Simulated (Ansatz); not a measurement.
# CdF2 (Fm-3m): the gap up the ladder of methods, part 2 of 2

Aim: the gap of CdF2 (Fm-3m) at several levels of theory on one structure, with the time that each takes.

Ansatz 0.2.0; density functionals, hybrids and G0W0, plane waves, PAW. Known limits of the many-body steps: finite bands, screening cutoff and k mesh; no spin-orbit coupling in G0W0; d shells not analysed.

So far. Step 9 (G0W0@HSE06, 6×6×6 mesh, 116 empty bands, screening to …): Over all 16 irreducible mesh points the G0W0 gap is 6.486 eV, from k = (0.167, -0.500, -0.333) to k = Γ. The HSE06 gap of this run on the mesh is 5.223 eV. The two states that bound the G0W0 gap lie that far apart at the start, so the correction of the gap is 6.486 − 5.223 = +1.263 eV.

In doubt: masses and optical values from hybrid runs of this build are listed as unsure (step 9), which bears on the screening that GW takes from such a start.

### 11. Gap and time by level

Each gap is the least one over the points named; times are wall times on shared hosts, not benchmarks. A G0W0 time includes the run's own self-consistent start. Runs with listed points see these and the mesh alone, so an edge that moves elsewhere is missed. Rows marked * are further runs, not shown as steps, whose inputs differ from the G0W0 step on the same start in the columns given; solver thresholds can differ too. Symmetry makes (0.500, 0.250, 0.750) and (0.250, -0.500, -0.250) one point.

```csv
level,mesh,"files, cutoff","bands summed, screening",points,gap (eV),valence top,conduction bottom,least direct gap (eV),time
LDA,8×8×8,"soft_1 PAW, 420 eV",-,mesh and listed points,2.808,"(0.500, 0.250, 0.750)",Γ,3.283,1.5 s
PBE,8×8×8,"soft_1 PAW, 420 eV",-,mesh and path,3.099,"(0.500, 0.250, 0.750)",Γ,3.596,1.4 s
PBE+SOC,8×8×8,"soft_1 PAW, 420 eV",-,mesh and listed points,3.095,"(0.500, 0.250, 0.750)",Γ,3.510,1.7 s
HSE06,6×6×6,"soft_1 PAW, 420 eV",-,mesh and listed points,5.203,"(0.500, 0.250, 0.750)",Γ,5.784,3.4 s
PBE0,6×6×6,"soft_1 PAW, 420 eV",-,mesh and listed points,5.953,"(0.500, 0.250, 0.750)",Γ,6.535,3.2 s
DDH-PBE0,6×6×6,"soft_1 PAW, 420 eV",-,mesh and listed points,7.161,"(0.500, 0.250, 0.750)",Γ,7.773,5.2 s
G0W0@PBE*,6×6×6,"soft_1 PAW, 420 eV","58, 60 eV",all 16 irreducible mesh points,5.501,"(0.167, -0.500, -0.333)",Γ,6.170,3 s
G0W0@PBE*,6×6×6,"soft_1 PAW, 420 eV","133, 120 eV",all 16 irreducible mesh points,5.341,"(0.167, -0.500, -0.333)",Γ,6.020,4.8 s
G0W0@PBE,6×6×6,"soft_1 PAW, 420 eV","268, 200 eV",all 16 irreducible mesh points,5.463,"(0.167, -0.500, -0.333)",Γ,6.121,6.4 s
G0W0@PBE*,4×4×4,"soft_1 PAW, 420 eV","133, 120 eV",all 8 irreducible mesh points,5.326,"(0.250, -0.500, -0.250)",Γ,6.026,2 s
G0W0@HSE06,6×6×6,"soft_1 PAW, 420 eV","133, 120 eV",all 16 irreducible mesh points,6.486,"(0.167, -0.500, -0.333)",Γ,7.206,11 s
G0W0@LDA,6×6×6,"soft_1 PAW, 420 eV","133, 120 eV",all 16 irreducible mesh points,5.337,"(0.167, -0.500, -0.333)",Γ,5.987,4 s
```

### 12. Outcome

```json
{"LDA, over mesh and listed points": "2.808 eV", "PBE, over mesh and path": "3.099 eV", "PBE+SOC, over mesh and listed points": "3.095 eV", "HSE06, over mesh and listed points": "5.203 eV", "PBE0, over mesh and listed points": "5.953 eV", "DDH-PBE0, over mesh and listed points": "7.161 eV", "G0W0@PBE (268 bands, 6×6×6), over all 16 irreducible mesh points": "5.463 eV", "G0W0@HSE06, over all 16 irreducible mesh points": "6.486 eV", "G0W0@LDA, over all 16 irreducible mesh points": "5.337 eV", "known limits": "finite bands, screening cutoff and k mesh; no spin-orbit coupling in G0W0; d shells not analysed"}
```

In words: The rows run from 2.808 eV (LDA) to 7.161 eV (DDH-PBE0). They differ in mesh, bands and screening cutoff of G0W0 and the points over which the gap was sought as well as in level, so only pairs that share these are like for like. PBE against LDA: 3.099 − 2.808 = +0.291 eV, with the same mesh, files and cutoff, and both edges at the same k points. PBE+SOC against PBE: 3.095 − 3.099 = −0.004 eV, with the same mesh, set of files (read in its fully relativistic form for the spin-orbit run) and cutoff, and both edges at the same k points. The spin-orbit run sees mesh and listed points alone, so its gap is an upper bound: the coupling can move an edge off these points, and the change over the zone, its sign included where it is small, is not known. PBE0 against HSE06: 5.953 − 5.203 = +0.750 eV, with the same mesh, files and cutoff, and both edges at the same k points. DDH-PBE0 against PBE0: 7.161 − 5.953 = +1.208 eV, with the same mesh, files and cutoff, and both edges at the same k points. G0W0@HSE06 against G0W0@PBE with 133 bands: 6.486 − 5.341 = +1.145 eV, with the same mesh, files and cutoffs, and both edges at the same k points. G0W0@LDA against G0W0@HSE06 with 133 bands: 5.337 − 6.486 = −1.149 eV, with the same mesh, files and cutoffs, and both edges at the same k points. The dielectric-dependent hybrid took 0.351 of exact exchange, against 0.25 in PBE0. G0W0@PBE (268 bands, 6×6×6) moves the gap of its own start on the mesh by 5.463 − 3.118 = +2.345 eV, between the same two levels. Over mesh and path, PBE puts the valence top at k = (0.500, 0.250, 0.750), where no G0W0 correction was computed. The G0W0 gap over the whole zone is therefore not known from this run; at its settings it can only be equal to or under the 5.463 eV found, and no correction is carried over from another point. For the start itself the gap is 3.099 eV over mesh and path and 3.118 eV on the mesh of the G0W0 run, in runs that differ in mesh (8×8×8 and 6×6×6). G0W0@HSE06 moves the gap of its own start on the mesh by 6.486 − 5.223 = +1.263 eV, between the same two levels. Over mesh and listed points, HSE06 puts the valence top at k = (0.500, 0.250, 0.750), where no G0W0 correction was computed. The G0W0 gap over the whole zone is therefore not known from this run; at its settings it can only be equal to or under the 6.486 eV found, and no correction is carried over from another point. For the start itself the gap is 5.203 eV over mesh and listed points and 5.223 eV on the mesh of the G0W0 run. G0W0@LDA moves the gap of its own start on the mesh by 5.337 − 2.828 = +2.509 eV, between the same two levels. Over mesh and listed points, LDA puts the valence top at k = (0.500, 0.250, 0.750), where no G0W0 correction was computed. The G0W0 gap over the whole zone is therefore not known from this run; at its settings it can only be equal to or under the 5.337 eV found, and no correction is carried over from another point. For the start itself the gap is 2.808 eV over mesh and listed points and 2.828 eV on the mesh of the G0W0 run, in runs that differ in mesh (8×8×8 and 6×6×6). What spin-orbit coupling does to the G0W0 levels was not computed, so no sum with the G0W0 gap is formed. For G0W0@PBE: from 58 bands and 60 eV to 268 bands and 200 eV the gap moves by 5.463 − 5.501 = −0.038 eV (rung by rung 5.501, 5.341, 5.463 eV); bands and screening cutoff rise together, so their parts are not told apart. The gap turns back along the series (5.501, 5.341, 5.463 eV), so no line is drawn and the limit is not known. The other G0W0 rows are shown at one basis each (133 bands), so their distance from the limit is not known here. With the 4×4×4 mesh in place of the 6×6×6 mesh and all else as in the G0W0@PBE row with 133 bands, the gap differs by 5.326 − 5.341 = −0.015 eV, and that of the start by 3.098 − 3.118 = −0.020 eV; an edge lies at another k point, so this need not be the shift of one pair of states. For G0W0@LDA: the program's warnings for this run: metallic iterate. The G0W0 runs are scalar-relativistic. One-shot GW is known to converge slowly in bands for compounds with shallow d shells. The cell holds Cd; the filling of the d shell and its place against the gap were not analysed here. G0W0@PBE runs of this series with other atomic data on the same mesh, not shown as steps, give 5.345 eV (hard PAW, 1050 eV, 133 bands, screening to 120 eV; the table's row with the same empty bands and screening cutoff has 5.341 eV); where bands and cutoffs differ too, the part of the files is not isolated.

[Paths, hosts, dates, memory and timing lines, banners, echoed tables and standing remarks are left out of the program output.]

[Logs are printed without paths, hosts, clocks, repeated set-up lines and the standing remarks that a program may print on its own settings, such as how far it seeks lower states.]

[Runs of the session that timed out or met a known fault of the program may be left out.]

[Cells called generated may have been cut or substituted from an entry of the Crystallography Open Database or the Materials Project.]

[Hosts, paths, dates, database ids (printed as entryN), source tags and the programs' standing remarks are cut or masked in the printed files.]

[Where an RPA ε∞ is given, it is that of the G0W0 mesh and is not shown converged in it. Names of k-points follow the symmetry that the program found, which can be lower than the space group named. Band edges on a path are those of the sampled points; other points can move an edge, and change direct to indirect where valleys lie close.]

[Hybrid gaps are those of their k-mesh and are not shown converged in it.]
